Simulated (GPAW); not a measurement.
## How ZnS (Wurtzite-2H) absorbs and reflects light

Aim: the dielectric function of ZnS (Wurtzite-2H), and the optical constants that follow from it. The cell comes from an older database entry, whose edges can differ from later determinations, mostly by under a per cent.

Program: GPAW 26.7.0. Level of theory: DFT, LDA, plane-wave PAW (GPAW data sets), scalar-relativistic, RPA, optical limit. Results are calculated unless marked as measured.

The database entry behind the starting cell differs from later determinations by our own check (about 0.4 % short), so it need not match the best structure at ambient conditions.

### Step 1. The structure

It takes space group P6_3mc (No. 186, hexagonal). The conventional cell has a = 3.811 Å, b = 3.811 Å, c = 6.234 Å, α = 90.00°, β = 90.00°, γ = 120.00°. Zn has 4 S at 2.31 to 2.40 Å nearest. S has 4 Zn at 2.31 to 2.40 Å nearest. Farther neighbours and most contacts between anions are not listed.

### Step 2. Ground state

First the ground state: is it a metal or has it a gap?

This step: DFT, LDA, plane-wave PAW (GPAW data sets), scalar-relativistic, ground state (GPAW 26.7.0).

The input, gs.py:

```python
from ase import Atoms
from ase.dft.bandgap import bandgap
from gpaw import GPAW, PW, FermiDirac

atoms = Atoms(['Zn', 'Zn', 'S', 'S'],
              cell=[[3.811000000000, 0.000000000000, 0.000000000000],
                    [-1.905500000000, 3.300422813800, 0.000000000000],
                    [0.000000000000, 0.000000000000, 6.234000000000]],
              scaled_positions=[[0.666666666700, 0.333333333300, 0.500000000000],
                                [0.333333333300, 0.666666666700, 0.000000000000],
                                [0.666666666700, 0.333333333300, 0.885000000000],
                                [0.333333333300, 0.666666666700, 0.385000000000]],
              pbc=[True, True, True])
atoms.calc = GPAW(mode=PW(500), xc='LDA', kpts={'size': (9, 9, 4), 'gamma': True},
                  occupations=FermiDirac(0.05), maxiter=150, txt='gs.txt')
print('energy (eV)', atoms.get_potential_energy())
print('Fermi level (eV)', atoms.calc.get_fermi_level())
print('valence electrons', atoms.calc.get_number_of_electrons())
print('gap (eV)', bandgap(atoms.calc, output=None)[0])
print('direct gap (eV)', bandgap(atoms.calc, direct=True, output=None)[0])
atoms.calc.write('gs.gpw')
```

Launch:

```
$ OMP_NUM_THREADS=1 python gs.py
```

Numbers of over 12 decimals in the logs are rounded to 6 here.

Log:

```text
__  _  _
 | _ |_)|_||  |
 |__||  | ||/\| - 26.7.0

Versions:
  Python: 3.12.14
  ASE:    3.29.0
  Numpy:  2.5.5
  Scipy:  1.18.1
  Libxc:  7.0.0

Input parameters:
  mode=PW(ecut=500.0),
  kpts=MonkhorstPack(size=(9, 9, 4), gamma=True),
  maxiter=150,
  occupations=Occupations(name='fermi-dirac', width=0.05, fixmagmom=False),
  xc=XC(name='LDA')

Diagonalizing LCAO Hamiltonian
Converting LCAO to pw mode

            S

            Zn
        S

        Zn

Atoms  # Å, Bohr magnetons
|   | symbol |         x |        y |        z |    initial magnetic moments |
| 0 |     Zn |  1.905500 | 1.100141 | 3.117000 | ( 0.0000,  0.0000,  0.0000) |
| 1 |     Zn | -0.000000 | 2.200282 | 0.000000 | ( 0.0000,  0.0000,  0.0000) |
| 2 |      S |  1.905500 | 1.100141 | 5.517090 | ( 0.0000,  0.0000,  0.0000) |
| 3 |      S | -0.000000 | 2.200282 | 2.400090 | ( 0.0000,  0.0000,  0.0000) |

Unit cell  # Å
| periodic |         x |        y |        z |  lengths |     angles |
|      yes |  3.811000 | 0.000000 | 0.000000 | 3.811000 |  90.000000 |
|      yes | -1.905500 | 3.300423 | 0.000000 | 3.811000 |  90.000000 |
|      yes |  0.000000 | 0.000000 | 6.234000 | 6.234000 | 120.000000 |

Number of symmetries: 6
Symmetry operations  # r_c * U_cc + t_c -> r_c
|   | kind |            matrix            |
| 0 |  σ   |  1, 1, 0,  0,-1, 0,  0, 0, 1 |
| 1 |  E   |  1, 0, 0,  0, 1, 0,  0, 0, 1 |
| 2 |  C3  |  0, 1, 0, -1,-1, 0,  0, 0, 1 |
| 3 |  σ   |  0,-1, 0, -1, 0, 0,  0, 0, 1 |
| 4 |  σ   | -1, 0, 0,  1, 1, 0,  0, 0, 1 |
| 5 |  C3  | -1,-1, 0,  1, 0, 0,  0, 0, 1 |

BZ-sampling:
  Number of BZ points: 324
  Number of IBZ points: 43

  Monkhorst-Pack size: [9, 9, 4]
  Monkhorst-Pack shift: [0.0, 0.0, 0.125]

K-points  # in reciprocal-cell coordinates
|     |                                coordinates |     weight |
|   0 | (  0.00000000,   0.00000000,   0.00000000) | 0.00308642 |
|   1 | (  0.00000000,   0.00000000,   0.25000000) | 0.00617284 |
|   2 | (  0.00000000,   0.00000000,   0.50000000) | 0.00308642 |
|   3 | (  0.11111111,   0.00000000,  -0.25000000) | 0.01851852 |
|   4 | (  0.11111111,   0.00000000,   0.00000000) | 0.01851852 |
|   5 | (  0.11111111,   0.00000000,   0.25000000) | 0.01851852 |
|   6 | (  0.11111111,   0.00000000,   0.50000000) | 0.01851852 |
|   7 | (  0.22222222,  -0.11111111,   0.00000000) | 0.01851852 |
|   8 | (  0.22222222,  -0.11111111,   0.25000000) | 0.03703704 |
|   9 | (  0.22222222,  -0.11111111,   0.50000000) | 0.01851852 |
| ... |                                            |            |
|  42 | (  0.44444444,   0.44444444,   0.50000000) | 0.01851852 |

Plane wave coefficients: 2008
Cutoff: 500.0 eV

Spin-components: 1 (collinear spins)
Bands:           26
Projectors:      22
Spin-degeneracy: 2
Datatype:        complex128

Parallelization:
  kpt:    1
  domain: 1
  band:   1

Density:
  Valence electrons: 36.0
  Components: 1
  Grid points: [20 20 35]
  Charge: 0.0  # |e|

Potential:
  Grid points: [20 20 35]

species:
  Zn:
    name:    Zinc
    id:
    Z:       30.0
    valence: 12
    core:    18
    charge:  0.0  # [|e|]
    compensation charges:
      type: gauss
      rc: 0.37  # [Å]
      lmax: 2
    cutoffs:
      filter: 2.14  # [Å]
      core: 2.28  # [Å]
    projectors
    | kind |    occ | energy [eV] | rcut [Å] |
    |   4s |  2.000 |      -6.218 |    1.286 |
    |   4p |  0.000 |      -1.230 |    1.270 |
    |   3d | 10.000 |     -10.426 |    1.180 |
    |    s |        |      20.994 |    1.286 |
    |    p |        |      25.981 |    1.270 |
    |    d |        |      16.786 |    1.180 |

    Using partial waves for Zn as LCAO basis

  S:
    name:    Sulfur
    id:
    Z:       16.0
    valence: 6
    core:    10
    charge:  0.0  # [|e|]
    compensation charges:
      type: gauss
      rc: 0.24  # [Å]
      lmax: 2
    cutoffs:
      filter: 1.77  # [Å]
      core: 1.66  # [Å]
    projectors
    | kind |    occ | energy [eV] | rcut [Å] |
    |   3s |  2.000 |     -17.278 |    0.974 |
    |   3p |  4.000 |      -7.106 |    0.979 |
    |    s |        |       9.933 |    0.974 |
    |    p |        |      20.105 |    0.979 |
    |    d |        |       0.000 |    0.900 |

    Using partial waves for S as LCAO basis

Reference energy: -119224.971294  # eV

eigensolver:
  PPCG
  Converge bands: occupied
  niter=2

density mixing:
  MSR1-Mixer
  Pratt-step length: 0.05
  Maximum mixing coefficient: 0.75
  Old densities: 10
  SVD Regularization: 0.005
  Good broyden scale: 1.0
  Trust region scale: 1.0
  Backstep threshold: 4.0
  History deletion threshold: 6.0
  Fourier metric: weight=20.0, sigma=0.015

occupation numbers:
  Fermi-Dirac:
    width: 0.0500  # eV

poisson solver:
  ecut: 4000.0  # eV

xc functional:
  name: None

convergence criteria:
- Maximum [total energy] change in last 3 cyles: 0.0005 eV / valence electron
- Maximum integral of absolute [dens]ity change: 0.0001 electrons / valence electron
- Maximum integral of absolute [eigenst]ate change: 4e-08 eV^2 / valence electron
maximum number of iterations: 150

SCF iterations
|iter     |      energy | eigst |  dens |
|iter:   1||  -17.219489 | +0.42 |       |
|iter:   2||  -17.082172 | -0.79 | -1.21 |
|iter:   3||  -16.530190 | -1.26 | -1.25 |
|iter:   4||  -16.520028 | -2.33 | -1.81 |
|iter:   5||  -16.520532c| -3.73 | -2.29 |
|iter:   6||  -16.520371c| -4.16 | -3.03 |
|iter:   7||  -16.520392c| -5.30 | -3.55 |
|iter:   8||  -16.520396c| -6.65 | -3.95 |
|iter:   9||  -16.520396c| -8.24c| -5.13c|

Converged in 9 steps
SCF loop duration: 57.128 s (6.348 s/step)
Energy contributions relative to reference atoms: (reference = -119224.971294)

Energy contributions:
  Kinetic:          16.312794
  Coulomb:         -13.660975
  Zero:              0.013165
  External:          0.000000
  Xc:              -19.185379
  Entropy:          -0.000000
  Spinorbit:         0.000000
  ----------------------------
  Free energy:     -16.520396
  Extrapolated:    -16.520396

dipole moment: (-0.000008, 0.000005, -7.519754)  # |e|*Ang

Fermi level: 4.519
Eigenvalues  # (at kpt = [0.000, 0.000, 0.000])
| band index |      eig [eV] | occ [0-2] |
|          0 |        -9.641 |     2.000 |
|        ... |               |           |
|         10 |        -2.404 |     2.000 |
|         11 |        -2.237 |     2.000 |
|         12 |        -1.713 |     2.000 |
|         13 |         2.667 |     2.000 |
|         14 |         2.667 |     2.000 |
|         15 |         3.525 |     2.000 |
|         16 |         3.525 |     2.000 |
|         17 |         3.542 |     2.000 |
|         18 |         5.533 |     0.000 |
|         19 |         6.318 |     0.000 |
|         20 |         9.659 |     0.000 |
|         21 |         9.659 |     0.000 |
|         22 |         9.965 |     0.000 |
|         23 |        10.995 |     0.000 |
|         24 |        10.995 |     0.000 |
|         25 |        12.579 |     0.000 |

Gap: 1.991 eV
Transition (v -> c):
  (s=0, k=0, n=17, [0.00, 0.00, 0.00]) -> (s=0, k=0, n=18, [0.00, 0.00, 0.00])
No difference between direct/indirect transitions

--- standard output ---
energy (eV) -16.520396
Fermi level (eV) 4.518786
valence electrons 36.0
gap (eV) 1.990973
direct gap (eV) 1.990973
```

The job ended after 63 s (1 thread of Intel Xeon at 2.50GHz (Skylake/Cascade Lake), shared host; peak memory 0.19 GiB).

This step gave:

| Item | Value |
| --- | --- |
| energy | -16.52 eV |
| Fermi energy | 4.519 eV |
| gap on the k-mesh | 1.991 eV |
| direct gap on the mesh | 1.991 eV |
| electrons | 36 |

There is a gap, 1.99 eV on this mesh (points off the mesh can give less), so no carriers' term is needed.

### Step 3. Bands for the response

At the fixed density, many empty bands are solved on the mesh of the response, since the spectrum sums over them.

This step: DFT, LDA, plane-wave PAW (GPAW data sets), scalar-relativistic, bands at fixed density (GPAW 26.7.0).

The input, nscf.py:

```python
from ase.dft.bandgap import bandgap
from gpaw import GPAW, FermiDirac

calc = GPAW('gs.gpw').fixed_density(kpts={'size': (9, 9, 5), 'gamma': True}, nbands=61, convergence={'bands': 55},
                                    occupations=FermiDirac(0.001), txt='nscf.txt')
print('gap (eV)', bandgap(calc, output=None)[0])
print('direct gap (eV)', bandgap(calc, direct=True, output=None)[0])
print('top band over the Fermi level (eV)', min(calc.get_eigenvalues(kpt=k)[54] for k in range(len(calc.get_ibz_k_points()))) - calc.get_fermi_level())
calc.write('full.gpw', mode='all')
```

Launch:

```
$ OMP_NUM_THREADS=1 python nscf.py
```

Log:

```text
Diagonalizing LCAO Hamiltonian
Converting LCAO to pw mode
convergence criteria:
- Maximum integral of absolute [eigenst]ate change: 4e-08 eV^2 / valence electron
maximum number of iterations: 150

SCF iterations
|iter     |      energy | eigst |  dens |
|iter:   1||             | +3.74 |       |
|iter:   2||             | +2.53 |       |
|iter:   3||             | +1.88 |       |
|iter:   4||             | +0.97 |       |
|iter:   5||             | +0.18 |       |
|iter:   6||             | -0.70 |       |
|iter:   7||             | -1.47 |       |
|iter:   8||             | -2.33 |       |
|iter:   9||             | -3.07 |       |
|iter:  10||             | -3.92 |       |
|iter:  11||             | -4.65 |       |
|iter:  12||             | -5.46 |       |
|iter:  13||             | -6.18 |       |
|iter:  14||             | -6.91 |       |
|iter:  15||             | -7.41c|       |
SCF steps: 15
  __  _  _
 | _ |_)|_||  |
 |__||  | ||/\| - 26.7.0

Versions:
  Python: 3.12.14
  ASE:    3.29.0
  Numpy:  2.5.5
  Scipy:  1.18.1
  Libxc:  7.0.0

Input parameters:
  mode=PW(ecut=500.0),
  convergence={'bands': 55},
  gpts=array([20, 20, 35]),
  kpts=MonkhorstPack(size=(9, 9, 5), gamma=True),
  maxiter=150,
  nbands=61,
  occupations=Occupations(name='fermi-dirac', width=0.001, fixmagmom=False),
  parallel={},
  xc=XC(name='LDA')

--- standard output ---
gap (eV) 1.990973
direct gap (eV) 1.990973
top band over the Fermi level (eV) 26.934888
```

Elapsed: 4.8 min, on 1 thread; peak memory 0.28 GiB.

### Step 4. Dielectric function, RPA

Local fields let the induced charge screen the field inside the cell, which as a rule lowers ε, most along directions where the density is uneven.

This step: DFT, LDA, plane-wave PAW (GPAW data sets), scalar-relativistic, RPA, optical limit (GPAW 26.7.0).

The input, df.py:

```python
from gpaw.response.df import DielectricFunction

df = DielectricFunction('full.gpw', frequencies={'type': 'nonlinear', 'domega0': 0.03, 'omega2': 8},
                        ecut=50,
                        eta=0.15,
                        nbands=55,
                        txt='df.txt')
for direction in ['x', 'z']:
    df.get_dielectric_function(xc='RPA', direction=direction, filename=f'df_{direction}.csv')
```

Launch:

```
$ OMP_NUM_THREADS=1 python df.py
```

Log:

```text
Using integrator: PointIntegrator
NonLinearFrequencyDescriptor(from 0.000 to 43.870 eV, 448 points)
Nonperiodic BCs:  [False False False]
Using integrator: PointIntegrator
NonLinearFrequencyDescriptor(from 0.000 to 43.870 eV, 448 points)
Nonperiodic BCs:  [False False False]

Calculating chi0 body with:
    Ground state adapter containing:
    Number of spins: 1
    Number of kpoints: 405
    Number of irreducible kpoints: 50
    Number of completely occupied states: 18
    Number of partially occupied states: 18

    Linear response parametrization:
    q_c: [0.0, 0.0, 0.0]
    Number of frequency points: 448
    Planewave cutoff: 50.0
    Number of bands: 55
    Number of planewaves: 67
    Broadening (eta): 0.15

Integrating chi0 body.

Symmetries of q_c:
    Direct symmetries (Uq -> q): 6
    Indirect symmetries (TUq -> q): 6
In total 12 allowed symmetries.

50 groups of equivalent kpoints. 87.654321% reduction.

Integral kind: spectral function

Calculating chi0 optical extensions with:
    Ground state adapter containing:
    Number of spins: 1
    Number of kpoints: 405
    Number of irreducible kpoints: 50
    Number of completely occupied states: 18
    Number of partially occupied states: 18

    Linear response parametrization:
    Number of frequency points: 448
    Planewave cutoff: 50.0
    Number of bands: 55
    Number of planewaves: 67
    Broadening (eta): 0.15
Integrating chi0 head and wings.

Symmetries of q_c:
    Direct symmetries (Uq -> q): 6
    Indirect symmetries (TUq -> q): 6
In total 12 allowed symmetries.

50 groups of equivalent kpoints. 87.654321% reduction.

Integral kind: spectral function wings
```

It took 52 s on 1 thread; peak memory 0.32 GiB.

Numbers from this step:

- electronic dielectric constant ε∞, mean over x, y and z (by symmetry where fewer were run): 5.942
- main peak of Im epsilon, first axis: 5.543 eV

The Im ε has structure finer than the step of the table below, so its rows give means over 0.5 eV, whole bins alone (the curve runs from 0 to 14.0 eV). Peaks (eV: height): E ∥ x 5.56: 10.1, 6.66: 8.46; E ∥ z 2.78: 2.66, 4.89: 11.2, 5.37: 11.2, 6.60: 7.82.

Values under the direct gap are tails of Lorentzian lines. Table of Im ε by photon energy; means over each step:

```tsv
photon energy (eV)	E ∥ x	E ∥ z
0.5	0.0307	0.0327
1.0	0.0721	0.0780
1.5	0.177	0.202
2.0	0.665	0.759
2.5	0.798	1.05
3.0	1.45	1.55
3.5	2.76	1.96
4.0	3.29	3.77
4.5	6.31	6.71
5.0	7.64	9.81
5.5	9.36	8.73
6.0	6.50	5.96
6.5	7.61	7.20
7.0	7.30	6.81
7.5	5.77	5.18
8.0	4.43	4.53
8.5	4.13	4.32
9.0	3.90	3.53
9.5	3.19	3.01
10.0	2.79	2.58
10.5	2.71	2.61
11.0	2.33	1.96
11.5	1.65	2.01
12.0	1.64	1.59
12.5	1.29	1.07
13.0	1.17	1.04
13.5	1.03	1.13
```

Re ε against photon energy:

```tsv
photon energy (eV)	E ∥ x	E ∥ z
0.0	5.92	5.98
0.5	5.97	6.03
1.0	6.13	6.20
1.5	6.48	6.58
2.0	6.75	6.76
2.5	7.41	7.61
3.0	7.11	6.53
3.5	8.28	8.63
4.0	8.61	9.77
4.5	8.42	10.1
5.0	7.23	4.05
5.5	4.35	0.107
6.0	1.53	2.29
6.5	3.11	2.45
7.0	-0.442	-0.213
7.5	-0.713	-0.488
8.0	-0.976	-0.568
8.5	-0.394	-0.879
9.0	-1.06	-0.884
9.5	-1.44	-1.38
10.0	-0.775	-0.741
10.5	-0.850	-0.933
11.0	-1.44	-1.11
11.5	-0.958	-0.691
12.0	-0.790	-0.922
12.5	-0.900	-0.909
13.0	-0.612	-0.200
13.5	-0.667	-0.485
```

The Im ε, E ∥ x has structure finer than the step of the table below, so its rows give means over 0.5 eV, whole bins alone (the curve runs from 0 to 14.0 eV). Peaks (eV: height): without local fields 5.51: 12.0, 6.60: 12.1; with local fields 5.56: 10.1, 6.66: 8.46.

Values under the direct gap are tails of Lorentzian lines. The Im ε, E ∥ x by photon energy; means over each step:

```tsv
photon energy (eV)	without local fields	with local fields
0.5	0.0334	0.0307
1.0	0.0775	0.0721
1.5	0.184	0.177
2.0	0.658	0.665
2.5	0.804	0.798
3.0	1.45	1.45
3.5	2.80	2.76
4.0	3.48	3.29
4.5	6.91	6.31
5.0	8.74	7.64
5.5	11.1	9.36
6.0	8.22	6.50
6.5	11.0	7.61
7.0	9.54	7.30
7.5	7.35	5.77
8.0	5.59	4.43
8.5	5.13	4.13
9.0	4.16	3.90
9.5	3.18	3.19
10.0	2.97	2.79
10.5	2.62	2.71
11.0	1.87	2.33
11.5	1.45	1.65
12.0	1.40	1.64
12.5	1.07	1.29
13.0	1.04	1.17
13.5	0.874	1.03
```

The reflectivity at normal incidence has structure finer than the step of the table below, so its rows give means over 0.5 eV, whole bins alone (the curve runs from 0 to 14.0 eV). Peaks (eV: height): E ∥ x 5.61: 37.7, 7.04: 38.5, 7.61: 38.9, 9.48: 37.8, 11.25: 42.0, 12.42: 39.3, 13.69: 35.9; E ∥ z 4.89: 38.2, 5.42: 41.1, 7.10: 37.5, 8.64: 36.5, 9.48: 37.7, 11.03: 36.8, 12.42: 43.2.

Reflectivity at normal incidence against photon energy; means over each step:

```tsv
photon energy (eV)	E ∥ x (%)	E ∥ z (%)
0.5	17.6	17.8
1.0	18.1	18.3
1.5	19.1	19.3
2.0	19.8	20.1
2.5	21.5	22.1
3.0	22.1	21.0
3.5	25.1	24.7
4.0	26.1	28.1
4.5	30.5	32.2
5.0	31.7	35.9
5.5	35.9	37.1
6.0	30.5	28.0
6.5	32.4	32.1
7.0	38.0	36.6
7.5	36.9	34.5
8.0	34.8	32.6
8.5	31.4	34.3
9.0	34.1	33.5
9.5	36.2	35.5
10.0	31.5	30.6
10.5	32.4	32.7
11.0	39.2	34.8
11.5	36.6	31.0
12.0	33.5	36.8
12.5	37.1	40.5
13.0	32.5	25.1
13.5	34.9	28.1
```

The loss function −Im 1/ε at q → 0 has structure finer than the step of the table below, so its rows give means over 0.5 eV, whole bins alone (the curve runs from 0 to 14.0 eV). Peaks (eV: height): E ∥ z 12.92: 0.998.

Values under the direct gap are tails of Lorentzian lines. The loss function −Im 1/ε at q → 0 by energy loss; means over each step:

```tsv
energy loss (eV)	E ∥ x	E ∥ z
0.5	8.6e-4	9.0e-4
1.0	0.00190	0.00201
1.5	0.00413	0.00456
2.0	0.0146	0.0162
2.5	0.0139	0.0171
3.0	0.0254	0.0310
3.5	0.0364	0.0253
4.0	0.0389	0.0359
4.5	0.0574	0.0469
5.0	0.0716	0.0787
5.5	0.0894	0.116
6.0	0.142	0.148
6.5	0.116	0.127
7.0	0.137	0.146
7.5	0.169	0.191
8.0	0.216	0.218
8.5	0.238	0.221
9.0	0.242	0.264
9.5	0.273	0.289
10.0	0.329	0.356
10.5	0.331	0.338
11.0	0.317	0.408
11.5	0.443	0.432
12.0	0.483	0.455
12.5	0.538	0.585
13.0	0.663	0.890
13.5	0.699	0.776
```

At chosen wavelengths:

```tsv
wavelength (nm)	n x	k x	R (%) x	1/α x	n z	k z	R (%) z	1/α z
1064	2.49	0.018	18.3	4.7 µm	2.51	0.020	18.5	4.3 µm
800	2.56	0.035	19.1	1.8 µm	2.58	0.039	19.4	1.6 µm
633	2.63	0.162	20.3	310 nm	2.64	0.193	20.5	261 nm
532	2.63	0.090	20.2	469 nm	2.66	0.103	20.6	412 nm
450	2.80	0.326	23.0	110 nm	2.79	0.452	23.4	79 nm
365	2.96	0.432	25.4	67 nm	2.93	0.261	24.5	111 nm
248	2.98	1.283	31.8	15 nm	2.71	1.812	36.4	11 nm
```

Below the direct gap, k and the depth come from the tails of the Lorentzian lines, not from transitions.

Rows near the edge hang on the gap, which this functional as a rule makes too small, and phonon-assisted absorption is left out.

At 1064 nm the birefringence n(z) − n(x) is +0.015: the crystal is uniaxial positive at this level.

### Step 5. Results

| Property | Result |
| --- | --- |
| electronic dielectric constant ε∞, mean over x, y and z (by symmetry where fewer were run) (RPA) | 5.94 |
| main peak of Im epsilon, first axis | 5.54 eV |

In words: At this level (LDA, RPA) ZnS has a mean ε∞ = 5.94 and n = 2.46 at 1550 nm (E ∥ x), and Im ε peaks at 5.5 eV (E ∥ x). On the mesh the gap is 1.99 eV and the least direct gap 1.99 eV. Local fields change the static value along x from 6.60 to 5.92 (-10 %). Distinct maxima of Im ε, read by a parabola through the highest points, lie at 2.81 eV (2.0), 3.67 eV (3.3), 5.54 eV (10) and 6.67 eV (8.5) for E ∥ x. The static values by axis are 5.92 (x), 5.98 (z). At 1064 nm the birefringence n(z) − n(x) is +0.015: the crystal is uniaxial positive at this level. Excitons and phonon-assisted transitions are missing; LDA gaps are as a rule too small, which pulls the onset down and ε∞ up. The sum runs over mesh points, so small or evenly spaced maxima can still be ripples of the mesh. In this version of GPAW the matrix elements of the optical limit are incomplete, which can lower ε − 1 by up to a tenth where first-row anions or d states rule, and shift it by more in d metals.

[Machine, clock and banner lines and Python warnings are left out of the logs.]

[Logs are printed without paths, hosts, clocks, repeated set-up lines and the standing remarks that a program may print on its own settings, such as how far it seeks lower states.]

[Hosts, paths, dates, database ids (printed as entryN), source tags and the programs' standing remarks are cut or masked in the printed files.]
